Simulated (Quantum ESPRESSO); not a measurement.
# Voltage at the next charge: Ca(100), 5 layers against an electrode

How the rows were computed: Quantum ESPRESSO 7.5, PBEsol, GBRV ultrasoft; ESM with bc3, a metal electrode 6.11 Å above the top atoms; cell area 15.568 Å²; ions fixed. V is the potential energy of an electron at the electrode over the slab's Fermi level, divided by e, so that it equals the work function at zero charge; positive charge removes electrons.

| charge (e a cell) | V (V) |
| --- | --- |
| 0 | 2.797 |
| 0.0234 | 3.817 |
| 0.0467 | 4.876 |

**Question.** What is V at a charge of 0.0934 e, and what capacitance do the rows imply?

By hand: The last two rows give dV/dq = (4.876 − 3.817)/(0.0467 − 0.0234) = 45.5 V/e, so C = 1602/(15.568 × 45.5) = 2.26 µF/cm², an effective gap of 8.854/2.26 = 3.91 Å. At constant C, V = 4.876 + 45.5 × 0.0467 = 7.00 V.

**Check.** V = 7.105 V; the estimate misses by −0.11 V, 4.8 % of the step. Over the three intervals C goes 2.36, 2.26 and 2.16 µF/cm²: it falls as electrons leave, the surface charge drawing back towards the atoms.

Caveats: Vacuum fills the gap; a dielectric or electrolyte would change C. The slab is thin.
